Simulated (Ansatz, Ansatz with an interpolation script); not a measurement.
An input for Ansatz 0.2.0 (Bi2Te2Pb2S3 (P-3m1)):

```yaml
crystal:
  lattice:
    - [4.25788, 0.0, 0.0]
    - [-2.12894, 3.6874322463, 0.0]
    - [0.0, 0.0, 16.9431]
  atoms:
    - { symbol: Bi, position: [0.0, 0.0, 0.19477] }
    - { symbol: Bi, position: [0.0, 0.0, 0.80523] }
    - { symbol: Te, position: [0.3333333333, 0.6666666667, 0.9106] }
    - { symbol: Te, position: [0.6666666667, 0.3333333333, 0.0894] }
    - { symbol: Pb, position: [0.3333333333, 0.6666666667, 0.60123] }
    - { symbol: Pb, position: [0.6666666667, 0.3333333333, 0.39877] }
    - { symbol: S, position: [0.3333333333, 0.6666666667, 0.29817] }
    - { symbol: S, position: [0.6666666667, 0.3333333333, 0.70183] }
    - { symbol: S, position: [0.0, 0.0, 0.5] }
kpoints:
  mp_grid: { grid: [6, 6, 2] }
hamiltonian:
  xc: lda
  pseudopotentials: { kind: paw, azcp: { folder: soft_1 }, xc_functional: pbe }
scf:
  occupations: { method: fixed }
gw:
  n_empty_bands: 1109
  ecut_chi: 150.0
  qp_bands: [v15, c9]
  screening: { model: contour_deformation }
```

```sh
ansatz run input.yaml --threads 2 --pin off --max-ram 92160MiB --backend cuda --events-out ev --progress --plain --runs-dir out --devices 1 --max-vram 13GiB
```

How long will it take on 1 × NVIDIA H100 80GB HBM3 (shared by 6 runs) with 2 threads of AMD EPYC 7R13 (Zen 3), shared host, and how much memory?

It took 13 min; on shared hardware allow 6.6 min to 26 min. Peak host memory was 3.9 GiB. The sizes that set the cost: 5175 plane waves a state, 14 irreducible k points, 1163 bands summed, 1119 plane waves in the screening and 10 SCF cycles.

The screening grows as filled bands × empty bands × pairs of k points, times the square of the screening basis for the matrix.

[Paths, hosts, dates, memory and timing lines, banners, echoed tables and standing remarks are left out of the program output.]

[Logs are printed without paths, hosts, clocks, repeated set-up lines and the standing remarks that a program may print on its own settings, such as how far it seeks lower states.]

[Runs of the session that timed out or met a known fault of the program may be left out.]

[Hosts, paths, dates, database ids (printed as entryN), source tags and the programs' standing remarks are cut or masked in the printed files.]
